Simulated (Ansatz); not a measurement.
# In chain started as a strip of triangles: one chain at several levels of theory, part 2 of 2

Aim: how far do the period, the moment and the conductance of the In chain started as a strip of triangles depend on the functional, the datasets and spin-orbit coupling, and at what cost?

Ansatz 0.2.0; DFT PBE, plane waves, PAW; relaxation of a chain's period (the session's first sound run).

So far, conductance of the lead as this run defines it (G₀): 4.00 in steps 3, 5 and 7.

## Step 9: Bands of the perfect wire, level r2SCAN, cutoff 500 eV

This step: DFT r2SCAN, plane waves, PAW; channels and complex bands of a perfect chain (Ansatz 0.2.0).

The channels are counted again under r2SCAN, at the period that it gave. Its window is narrower, to save time.

Contents of input.yaml:

```yaml
crystal:
  lattice:
    - [9.0, 0.0, 0.0]
    - [0.0, 7.5, 0.0]
    - [0.0, 0.0, 2.8435101564]
  atoms:
    - { symbol: In, position: [0.342922287, 0.5, 0.0] }
    - { symbol: In, position: [0.657077713, 0.5, 0.5] }
kpoints:
  mp_grid: { grid: [1, 1, 29] }
  band_path: { path: ["Γ", Z], npoints: 60 }
scf:
  occupations: { method: fermi_dirac, width: 0.05 }
hamiltonian:
  xc: r2scan
output:
  transmission:
    e_range: [-0.7, 0.7]
    de: 0.035
    kmesh: [1, 1]
    reduced_basis: true
    leads: [[0, 0]]
  dos: { projected: true, e_range: [-6, 4] }
```

The run is started by

```sh
$ ansatz run input.yaml --threads 4 --pin off --max-ram 8192MiB --backend cpu --events-out ev --progress --plain --runs-dir out
```

Wall time 20 s (4 threads of Arm Neoverse V1, shared host); peak memory 1 GiB; 69 s of CPU time.

At the computed energy nearest the Fermi level there are 4 channels a spin, and the thermal average gives 4.00 G₀.

## Step 10: Side by side

Times are for 4 threads of Arm Neoverse V1, shared host. The series side by side:

```csv
no.,level,conductance of the lead as this run defines it (G₀),time,memory (GiB)
1,PBE,4.000,29 s,0.68
2,PBEsol,4.000,25 s,0.68
3,LDA,4.000,23 s,0.66
4,r2SCAN,4.000,20 s,1
```

## Step 11: The relaxed wire, cutoff 952.399 eV

This step: DFT PBE, plane waves, norm-conserving; relaxation of a chain's period (Ansatz 0.2.0).

The same functional on other atomic datasets tests how far the result hangs on the treatment of the cores. Against the first PBE run of this kind, the cutoff is 952.399 eV against 420.

Contents of input.yaml:

```yaml
crystal:
  lattice:
    - [9.0, 0.0, 0.0]
    - [0.0, 7.5, 0.0]
    - [0.0, 0.0, 2.77894]
  atoms:
    - { symbol: In, position: [0.368097778, 0.5, 0.0], spin: 0.5 }
    - { symbol: In, position: [0.631902222, 0.5, 0.5], spin: 0.5 }
magnetization:
  spin_polarized: true
kpoints:
  mp_grid: { grid: [1, 1, 29] }
scf:
  occupations: { method: fermi_dirac, width: 0.05 }
hamiltonian:
  xc: pbe
  pseudopotentials: { kind: nc, accuracy: standard }
relax:
  cell: { fix: [a, b, alpha, beta, gamma] }
  max_steps: 60
```

Elapsed: 39 s, on 4 threads; peak memory 0.89 GiB; 2.5 min of CPU time.

The cell's length comes to 2.904 Å, -0.1 % against the first run, with no moment.

## Step 12: Relaxing the period

This step: DFT PBE, plane waves, PAW; relaxation of a chain's period (Ansatz 0.2.0).

No moment formed, so a run without spin should agree; this checks it and saves time.

input.yaml, the sections that differ from step 11:

```yaml
crystal:
  lattice:
    - [9.0, 0.0, 0.0]
    - [0.0, 7.5, 0.0]
    - [0.0, 0.0, 2.77894]
  atoms:
    - { symbol: In, position: [0.368097778, 0.5, 0.0] }
    - { symbol: In, position: [0.631902222, 0.5, 0.5] }
hamiltonian:
  xc: pbe
# kpoints, scf, relax: as in step 11
# magnetization: removed
```

Elapsed: 7.8 s, on 4 threads; peak memory 0.46 GiB; 28 s of CPU time.

The cell's length comes to 2.908 Å, -0.0 % against the first run, with spin left out.

## Step 13: The series together

Times are for 4 threads of Arm Neoverse V1, shared host. The series side by side:

```csv
no.,level,cell length along the wire (Å),time,memory (GiB)
1,PBE,2.908,19 s,0.49
2,PBEsol,2.831,12 s,0.5
3,LDA,2.792,9.3 s,0.47
4,r2SCAN,2.844,43 s,0.97
5,"PBE, NC files",2.904,39 s,0.89
6,"PBE, no spin",2.908,7.8 s,0.46
```

## Step 14: Two-component spinors

This step: DFT PBE, plane waves, fully relativistic PAW; channels of a perfect chain with spin-orbit coupling (Ansatz 0.2.0).

Spin-orbit coupling mixes the spins and splits bands that cross or touch without it, so it can open or close channels. Fully relativistic datasets take the place of the scalar ones. The window is narrow, since spinor matrices are twice as large.

Contents of input.yaml:

```yaml
crystal:
  lattice:
    - [9.0, 0.0, 0.0]
    - [0.0, 7.5, 0.0]
    - [0.0, 0.0, 2.9083055932]
  atoms:
    - { symbol: In, position: [0.337878374, 0.5, 0.0] }
    - { symbol: In, position: [0.662121626, 0.5, 0.5] }
kpoints:
  mp_grid: { grid: [1, 1, 28] }
  band_path: { path: ["Γ", Z], npoints: 60 }
scf:
  occupations: { method: fermi_dirac, width: 0.05 }
hamiltonian:
  xc: pbe
  pseudopotentials: { kind: paw_fr }
output:
  transmission:
    e_range: [-0.42, 0.42]
    de: 0.035
    kmesh: [1, 1]
    reduced_basis: false
    leads: [[0, 0]]
magnetization:
  noncollinear: true
  spin_orbit: true
```

It took 7.8 min on 4 threads; peak memory 4.5 GiB; 27 min of CPU time.

Numbers from this step:

* energy at zero smearing: -11198.2428 eV
* channels at the energy nearest the Fermi level, both spins: 8

The open channels of the lead, both spins stays at 8 for energy from -0.42 to 0.42 eV.

The slowest values at each energy, most degenerate partners merged, listed up to 1.5 1/Å. The Im kz of the slowest decaying states by energy, zero at the Fermi level:

```csv
energy (eV),decay 1 (Å⁻¹),decay 2 (Å⁻¹),decay 3 (Å⁻¹),decay 4 (Å⁻¹)
-0.420,0.570,0.945,1.10,1.18
-0.350,0.557,0.937,1.10,1.17
-0.315,0.551,0.933,1.09,1.17
-0.245,0.538,0.922,0.927,1.08
-0.175,0.524,0.911,0.920,1.08
-0.105,0.510,0.901,0.914,1.07
-0.070,0.503,0.895,0.910,1.06
0.000,0.488,0.884,0.903,1.06
0.070,0.473,0.873,0.896,1.05
0.105,0.465,0.868,0.893,1.04
0.175,0.449,0.857,0.885,1.04
0.245,0.432,0.846,0.878,1.03
0.315,0.414,0.834,0.870,1.02
0.350,0.405,0.829,0.867,1.02
0.420,0.386,0.817,0.859,1.01
```

The electronic bands at the labelled points (eV, zero at the Fermi level):

```csv
point,band 23,band 24,band 25,band 26,band 27,band 28,band 29,band 30
Γ,-5.12,-5.12,-0.93,-0.93,-0.65,-0.65,1.09,1.09
halfway,-4.02,-4.02,0.36,0.36,0.60,0.60,2.31,2.31
Z,-2.35,-2.35,-0.37,-0.37,-0.37,-0.37,3.60,3.60
```

At the computed energy nearest the Fermi level there are 8 spinor channels, and the thermal average gives 4.00 G₀.

## Step 15: The same system on other settings: crystal.symmetry = {"detect": false}

This step: DFT PBE, plane waves, PAW; channels and complex bands of a perfect chain; changed: crystal.symmetry = {"detect": false} (Ansatz 0.2.0).

The atoms of the run on the perfect lead (PBE) are kept and the input is varied, to see whether the result depends on it. The ELF is not written this time.

input.yaml, the sections that differ from step 14:

```yaml
crystal:
  lattice:
    - [9.0, 0.0, 0.0]
    - [0.0, 7.5, 0.0]
    - [0.0, 0.0, 2.9083055932]
  atoms:
    - { symbol: In, position: [0.337878374, 0.5, 0.0] }
    - { symbol: In, position: [0.662121626, 0.5, 0.5] }
  symmetry: { detect: false }
hamiltonian:
  xc: pbe
output:
  transmission:
    e_range: [-2, 2]
    de: 0.035
    kmesh: [1, 1]
    reduced_basis: true
    leads: [[0, 0]]
  dos: { projected: true, e_range: [-6, 4] }
  write_potential: true
  write_density: true
  volumetric_format: npy
# kpoints, scf: as in step 14
# magnetization: removed
```

It took 33 s on 4 threads; peak memory 0.68 GiB.

This step gave:

| Quantity | Value |
| --- | --- |
| energy at zero smearing | -11194.4041 eV |

The open channels of the lead, one spin by energy, zero at the Fermi level:

```csv
energy (eV),"open channels of the lead, one spin"
-2.000,2
-1.790,2
-1.615,2
-1.405,0
-1.195,0
-0.985,2
-0.810,3
-0.600,4
-0.390,4
-0.215,4
-0.005,4
0.205,4
0.415,4
0.590,4
0.800,4
1.010,4
1.185,5
1.395,5
1.605,5
1.815,3
```

It took 33 s against 29 s for the run it varies, and the conductance is 4.00 G₀ against 4.00 G₀.

The channels at the energy nearest the Fermi level, one spin and conductance of the lead as this run defines it stay within 0.2 % plus 0.001 of the run it varies.

## Step 16: The same system on other settings

This step: DFT cam_b3lyp, plane waves, PAW; channels and complex bands of a perfect chain; changed: hamiltonian.xc = "cam_b3lyp" (Ansatz 0.2.0).

Changes to input.yaml since step 15:

```diff
@@ -8,3 +8,2 @@
     - { symbol: In, position: [0.662121626, 0.5, 0.5] }
-  symmetry: { detect: false }
 kpoints:
@@ -15,3 +14,3 @@
 hamiltonian:
-  xc: pbe
+  xc: cam_b3lyp
 output:
```

The job ended after 0.02 s (4 threads; peak memory 0.06 GiB).

The input was rejected at the start.

The program's message: “Error: 2 input errors — fix all and re-run”

## Step 17: Results

```json
{
 "cell length, PBE": "2.908 Å",
 "cell length, PBEsol": "2.831 Å",
 "cell length, LDA": "2.792 Å",
 "cell length, r2SCAN": "2.844 Å",
 "cell length, PBE, NC files": "2.904 Å",
 "cell length, PBE, no spin": "2.908 Å",
 "conductance, PBE": "4.00 G₀",
 "conductance, PBEsol": "4.00 G₀",
 "conductance, LDA": "4.00 G₀",
 "conductance, r2SCAN": "4.00 G₀",
 "conductance, with spin-orbit coupling": "4.00 G₀"
}
```

In words: Under PBE the cell's length is 2.91 Å, no moment survives, and it is a metal with 4 channels a spin next to the Fermi level, 4.00 G₀ at 300 K. The cell's length spans 4.2 % over the functionals, shortest under LDA and longest under PBE. A perfect wire passes every open channel, so the conductance counts half a G₀ for each forward-moving state at the Fermi level, spin by spin. At the relaxed period it forms two rows 2.92 Å apart, with 3.26 Å between atoms of unlike rows and 2.91 Å along a row: a strip of triangles. Transport is coherent and elastic here: the atoms are frozen, so scattering by vibrations plays no part.

[Logs are printed without paths, hosts, clocks, repeated set-up lines and the standing remarks that a program may print on its own settings, such as how far it seeks lower states.]

[Hosts, paths, dates, database ids (printed as entryN), source tags and the programs' standing remarks are cut or masked in the printed files.]
